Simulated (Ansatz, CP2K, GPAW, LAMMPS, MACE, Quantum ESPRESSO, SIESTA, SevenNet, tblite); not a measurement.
# Liquid (Cs,Li)Cl at 1400 K (68 atoms) in other programs, against a plane-wave reference

Aim: run liquid (Cs,Li)Cl at 1400 K (68 atoms) in several programs and set results and cost side by side. A plane-wave run serves as the reference.

Program: Quantum ESPRESSO 7.5. Level of theory: Kohn-Sham DFT, PBE, SSSP efficiency 1.3.0 pseudopotentials, plane waves. Results are calculated unless marked as measured.

### Step 1. The structure

The cell holds 68 atoms: 22 Cs, 12 Li and 34 Cl. Cell: a = 14.507 Å, b = 14.507 Å, c = 14.507 Å, α = 90.0°, β = 90.0°, γ = 90.0°. 68 atoms (22 Cs, 12 Li, 34 Cl) placed at random at 2.29 g/cm³, melted at 1800 K for 10 ps at fixed volume with the Lennard-Jones and Coulomb ion parameters for SPC/E (Joung and Cheatham, J. Phys. Chem. B 112, 9020 (2008)), full charges. Snapshot at the end of a hold of 20 ps at 1400 K and fixed volume.

### Step 2. Reference: Quantum ESPRESSO, plane waves

Contents of pw.in:

```
&control
  calculation = 'scf'
  pseudo_dir = './pseudo'
  outdir = './tmp'
  disk_io = 'none'
  tprnfor = .true.
  tstress = .true.
/
&system
  ibrav = 0
  nat = 68
  ntyp = 3
  ecutwfc = 45
  ecutrho = 360
  nosym = .true.
  occupations = 'smearing'
  smearing = 'fd'
  degauss = 0.003675
/
&electrons
  conv_thr = 3.4e-07
  electron_maxstep = 100
  mixing_beta = 0.4
  mixing_mode = 'plain'
  diagonalization = 'david'
/
ATOMIC_SPECIES
Cs 132.905 Cs.upf
Li 6.940 Li.upf
Cl 35.450 Cl.upf
CELL_PARAMETERS angstrom
14.50730 0.00000 0.00000
0.00000 14.50730 0.00000
0.00000 0.00000 14.50730
ATOMIC_POSITIONS crystal
Cs 0.55437 0.17450 0.08535
Cs 0.40707 0.09757 0.79358
Cs 0.85355 0.67872 0.79716
Cs 0.15407 0.48004 0.85363
Cs 0.25036 0.37968 0.55168
Cs 0.60167 0.51491 0.86049
Cs 0.32239 0.67338 0.66743
Cs 0.00821 0.16642 0.55980
Cs 0.81498 0.22729 0.95267
Cs 0.10529 0.87480 0.77956
Cs 0.76952 0.81787 0.06014
Cs 0.74844 0.49449 0.11434
[... 52 atom lines left out ...]
Cl 0.91573 0.87898 0.89465
Cl 0.57741 0.06772 0.27521
Cl 0.18130 0.28743 0.16877
Cl 0.04469 0.65688 0.74419
K_POINTS gamma
```

On the command line:

```console
$ OMP_NUM_THREADS=1 mpirun -np 4 pw.x -in pw.in > output.txt
```

What it wrote:

```text
Program PWSCF
     gamma-point specific algorithms are used
     one sub-group per band group will be used
     scalapack distributed-memory algorithm (size of sub-group:  2*  2 procs)
     Parallelization info
     sticks:   dense  smooth     PW     G-vecs:    dense   smooth      PW
     Min        5381    2689    674               594197   210069   26250
     Max        5384    2692    676               594204   210076   26256
     Sum       21529   10765   2701              2376797   840289  105015
     bravais-lattice index     =            0
     lattice parameter (alat)  =      27.4148  a.u.
     unit-cell volume          =   20604.2294 (a.u.)^3
     number of atoms/cell      =           68
     number of atomic types    =            3
[... lines left out ...]
     scf convergence threshold =      3.4E-07
[... lines left out ...]
     number of k points=     1  Fermi-Dirac smearing, width (Ry)=  0.0037
[... lines left out ...]
     total energy              =   -2700.83509983 Ry
[... lines left out ...]
     total energy              =   -2701.31713088 Ry
[... lines left out ...]
     c_bands:  1 eigenvalues not converged
[... lines left out ...]
     total energy              =   -2701.37063534 Ry
[... lines left out ...]
     total energy              =   -2701.38148297 Ry
[... lines left out ...]
     total energy              =   -2701.38150770 Ry
[... lines left out ...]
   -44.4986 -43.9885 -43.7669 -43.2269 -20.8200 -20.6195 -20.3204 -20.2945
   -20.2118 -20.1943 -19.8843 -19.7850 -19.5614 -19.5165 -19.5082 -19.3553
[...]
5.8920   5.9397   5.9491   5.9782   6.0120   6.0575   6.0899   6.1010
     6.1533   6.1648   6.1863   6.2148   6.2326   6.2629   6.3077   6.3228
     6.3528   6.3668   6.4260
     the Fermi energy is     1.8957 ev
!    total energy              =   -2701.38150961 Ry
     estimated scf accuracy    <       0.00000031 Ry
     smearing contrib. (-TS)   =      -0.00000000 Ry
     internal energy E=F+TS    =   -2701.38150961 Ry
     The total energy is F=E-TS. E is the sum of the following terms:
     one-electron contribution =   -1129.99329922 Ry
     hartree contribution      =     690.30039893 Ry
     xc contribution           =   -1030.46658734 Ry
     ewald contribution        =   -1231.22202198 Ry
     convergence has been achieved in   9 iterations
     negative rho (up, down):  4.941E-01 0.000E+00
     Forces acting on atoms (cartesian axes, Ry/au):
     atom    1 type  1   force =    -0.01245084   -0.02554825   -0.01358169
     atom    2 type  1   force =     0.00024901    0.00634303   -0.00510294
     atom    3 type  1   force =    -0.02410298    0.04773858   -0.01994642
[...]
atom   67 type  3   force =     0.00106791   -0.00070413    0.02079969
     atom   68 type  3   force =     0.04437027   -0.00369512   -0.01523924
     Total force =     0.292856     Total SCF correction =     0.001169
     Computing stress (Cartesian axis) and pressure
     negative rho (up, down):  4.941E-01 0.000E+00
          total   stress  (Ry/bohr**3)                   (kbar)     P=       10.48
   0.00004853  -0.00001069  -0.00000411            7.14       -1.57       -0.60
  -0.00001069   0.00009597  -0.00002978           -1.57       14.12       -4.38
  -0.00000411  -0.00002978   0.00006927           -0.60       -4.38       10.19
     Message from routine punch:
     Nothing written, as per user request (disk_io='none')
```

Run time: 3.9 min. Hardware: 4 MPI ranks of Arm Neoverse V2, shared host; peak memory 7 GiB; 16 min of CPU time.

Banners, paths, timers and routine set-up lines are dropped from the logs unmarked, and long logs keep their key lines alone; longer cuts are marked.

Numbers from this run:

| Property | Result |
| --- | --- |
| r.m.s. force component | 0.5272 eV/Å |
| longest force | 1.91 eV/Å |
| pressure | 1.048 GPa |
| gap (highest filled to lowest empty level) | 2.948 eV |

### Step 3. The other programs

The programs:
- CP2K 2026.2: Gaussian basis with GTH pseudopotentials and a plane-wave density; labels give functional, basis (MOLOPT sets; SR short-range, UZH the newer set with its own potentials), grid cutoff/relative cutoff and solver (OT: orbital transformation; TRS4, TC2, SIGN: linear-scaling purification with its sparsity filter), or its built-in tight binding.
- GPAW 26.7.0: PAW with atomic orbitals (LCAO), plane waves or a real-space grid of spacing h.
- MACE: machine-learned potential, published weights.
- SIESTA 5.4.2: numerical atomic orbitals, whose automatically made sets are far from complete, with PseudoDojo norm-conserving potentials that we converted to its format (checked against plane waves on the same files for H, C, O, Si, Ge and Ca alone); labels give functional, basis size, energy shift and mesh cutoff.
- SevenNet: machine-learned potential, published weights.
- tblite 0.8.0: extended tight binding, driven from Python.

All use the same cell and atoms; the electronic-structure runs use the same k-mesh, and an electronic temperature of 580 K (0.05 eV) where levels are smeared.

Differences are against the plane-wave reference, forces as r.m.s. over components; share is that over the reference's r.m.s. force, slope the least-squares factor from reference forces to these. Total energies of different programs have different zeros and aren't compared.

```
                                                 run  Δ force, r.m.s. (meV/Å)  share (%)  slope  Δ pressure (GPa)  Δ gap (eV)  cores  CPU time  memory (GiB)
                                           reference                        -          -      -                 -           -      4    16 min             7
                              CP2K GFN1-xTB, OT DIIS                      596        113  0.388             -14.7           -      1     3.8 s          0.43
        CP2K PBE, DZVP-MOLOPT-SR, 800/50 Ry, OT DIIS                     67.1       12.7  1.111             0.214      -0.208      2    12 min           5.8
              CP2K PBE, TZVP-UZH, 800/50 Ry, OT DIIS                     86.3       16.4  1.139             0.408      -0.111      2    12 min           5.9
                         GPAW LDA, LCAO dzp, h 0.2 Å                     77.4       14.7  0.946                 -      -0.195      1   7.2 min           2.9
                         GPAW PBE, LCAO dzp, h 0.2 Å                     65.9       12.5  1.091                 -     -0.0836      1   7.4 min           2.9
   GPAW PBE, LCAO dzp, h 0.2 Å, other mixer settings                     66.4       12.6  1.093                 -     -0.0839      1   8.7 min           2.6
                         MACE MP-0b2 small potential                      139       26.4  1.099           -0.0588           -      1     5.8 s          0.67
                         MACE MPA-0 medium potential                     95.5       18.1  1.034            -0.116           -      1     6.1 s           0.7
        SIESTA PBE, DZP, shift 0.005 Ry, mesh 300 Ry                      165       31.4  1.265             0.422      -0.447      2   3.8 min           2.2
         SIESTA PBE, DZP, shift 0.01 Ry, mesh 300 Ry                      168       31.9  1.270             -0.11      -0.622      2   2.7 min           1.9
 SIESTA PBE, SZ, shift 0.01 Ry, mesh 300 Ry (coarse)                      213       40.5  1.313            -0.547       -1.90      1      78 s          0.85
 SIESTA PBE, SZ, shift 0.02 Ry, mesh 300 Ry (coarse)                      174       33.1  1.202             -1.72       -2.20      1      90 s          0.78
SIESTA PBE, SZP, shift 0.01 Ry, mesh 300 Ry (coarse)                      245       46.5  1.387            0.0637      -0.994      1   2.3 min           1.4
      SIESTA PBEsol, DZP, shift 0.01 Ry, mesh 300 Ry                      119       22.6  1.177            -0.796      -0.576      2   2.9 min           1.9
                                SevenNet 0 potential                      123       23.4  1.098             0.266           -      1     6.1 s          0.61
                                     tblite GFN1-xTB                      349       66.2  0.509             -3.31           -      1     2.4 s          0.17
```

Rows marked coarse were listed beforehand as settings not expected to be converged; some can still land near the reference.

Times of the machine-learned potentials are mostly Python's start and the loading of weights.

CPU time is summed over cores on a shared host, where runs went side by side, so it is rough. Symmetry, cutoffs, thresholds, outputs and thread counts weren't matched or tuned between programs; memory under MPI is the largest rank's times the ranks.

Runs without a result: CP2K PBE0 with truncated exchange and ADMM, PBE0 potentials, DZVP-UZH, 800/50 Ry, OT DIIS (cut off at its time limit of 31 min).

Mean charges by element (e), by run and scheme:

```
                                           run     scheme     Cs     Li     Cl
                        CP2K GFN1-xTB, OT DIIS   Mulliken  +1.18  +0.54  -0.95
  CP2K PBE, DZVP-MOLOPT-SR, 800/50 Ry, OT DIIS   Mulliken  +0.66  +0.51  -0.60
  CP2K PBE, DZVP-MOLOPT-SR, 800/50 Ry, OT DIIS  Hirshfeld  +0.38  +0.23  -0.33
        CP2K PBE, TZVP-UZH, 800/50 Ry, OT DIIS   Mulliken  +0.69  +0.63  -0.67
        CP2K PBE, TZVP-UZH, 800/50 Ry, OT DIIS  Hirshfeld  +0.37  +0.23  -0.32
  SIESTA PBE, DZP, shift 0.005 Ry, mesh 300 Ry  Hirshfeld  +0.41  +0.15  -0.32
   SIESTA PBE, DZP, shift 0.01 Ry, mesh 300 Ry  Hirshfeld  +0.40  +0.13  -0.31
SIESTA PBEsol, DZP, shift 0.01 Ry, mesh 300 Ry  Hirshfeld  +0.40  +0.12  -0.30
                               tblite GFN1-xTB   Mulliken  +0.81  +0.48  -0.69
```

Within one program, basis, potentials and functional, energies share a zero. Each run against its twin at the usual cutoff or grid and solver:

```
                                              run               twin  Δ energy (meV/atom)  Δ force, r.m.s. (meV/Å)  CPU time over the twin's
GPAW PBE, LCAO dzp, h 0.2 Å, other mixer settings  LCAO dzp, h 0.2 Å                    0                     2.94                       1.2
```

### Step 4. Summary of results

* reference r.m.s. force component: 0.527 eV/Å
* nearest in forces: a tie at 13 % of 3 runs: CP2K PBE, DZVP-MOLOPT-SR, 800/50 Ry, OT DIIS; GPAW PBE, LCAO dzp, h 0.2 Å; GPAW PBE, LCAO dzp, h 0.2 Å, other mixer settings
* farthest in forces: CP2K GFN1-xTB, OT DIIS, 113 %
* cheapest electronic-structure run beside the reference: tblite GFN1-xTB, 2.4 s of CPU time

What this shows: The PBE runs in local orbitals, coarse settings apart, differ by 13 % (GPAW PBE, LCAO dzp, h 0.2 Å) to 32 % (SIESTA PBE, DZP, shift 0.01 Ry, mesh 300 Ry); basis, grid and potentials can all enter. Tight binding differs by 66 % (tblite GFN1-xTB) to 113 % (CP2K GFN1-xTB, OT DIIS); it is another model, with fitted parameters of its own, and the xTB methods hold dispersion. Machine-learned potentials differ by 18 % (MACE MPA-0 medium potential) to 26 % (MACE MP-0b2 small potential); they were trained on other programs' data. Rows with another functional or a dispersion term differ by 15 % (GPAW LDA, LCAO dzp, h 0.2 Å) to 23 % (SIESTA PBEsol, DZP, shift 0.01 Ry, mesh 300 Ry), which mixes the change of model with differences of basis and potentials. Runs with settings chosen to be coarse differ by 33 % (SIESTA PBE, SZ, shift 0.02 Ry, mesh 300 Ry) to 46 % (SIESTA PBE, SZP, shift 0.01 Ry, mesh 300 Ry), their programs' other errors included. Of the electronic-structure runs that take under half the reference's CPU time, GPAW PBE, LCAO dzp, h 0.2 Å comes nearest, at 13 % in 7.4 min against 16 min. SIESTA PBE, SZP, shift 0.01 Ry, mesh 300 Ry stiffens the forces by a factor of 1.39 while following their directions (correlation 0.983); the slopes of the 6 SIESTA runs lie between 1.18 and 1.39. At the same functional, gaps differ from the reference's 2.95 eV by between -2.20 and -0.08 eV. In pressure, SIESTA PBE, SZ, shift 0.02 Ry, mesh 300 Ry misses by -1.7 GPa, at the same functional. Charges hang on model, scheme and program or settings: among these rows the mean for Cs runs from +0.37 to +1.18 e. In the reference: filled and empty levels are parted by 2.95 eV (on the run's k-points); a semilocal functional tends to put such gaps too low. In a disordered cell it changes from sample to sample and from frame to frame. Periodic xTB results under one method name differ between programs and library versions. The potentials hold different valence shells: 472 electrons in the reference, 448 in GPAW; this bears on time and differences. The reference's pressure holds the uncorrected Pulay stress of its 45 Ry basis, so small pressure differences, and their order, may be the reference's own error. The frame stands for 1400 K, but pressures are static and levels are smeared at 580 K. The network of bonds at the start is that of the classical potential that made the cell, and needn't be the one that DFT or experiment would give. The ion parameters were fitted for water, not for melts, so the starting structure of this cell may lie well off the real melt's. The electronic-structure runs sample only Γ, in a cell whose shortest periodic width is 15 Å. Spin–orbit coupling is left out, which matters for the levels of the heavy elements.

[Also dropped from logs without a mark: logging warnings of Python, and SIESTA's first energy breakdown and zero terms.]

[Logs are printed without paths, hosts, clocks, repeated set-up lines and the standing remarks that a program may print on its own settings, such as how far it seeks lower states.]

[Hosts, paths, dates, database ids (printed as entryN), source tags and the programs' standing remarks are cut or masked in the printed files.]
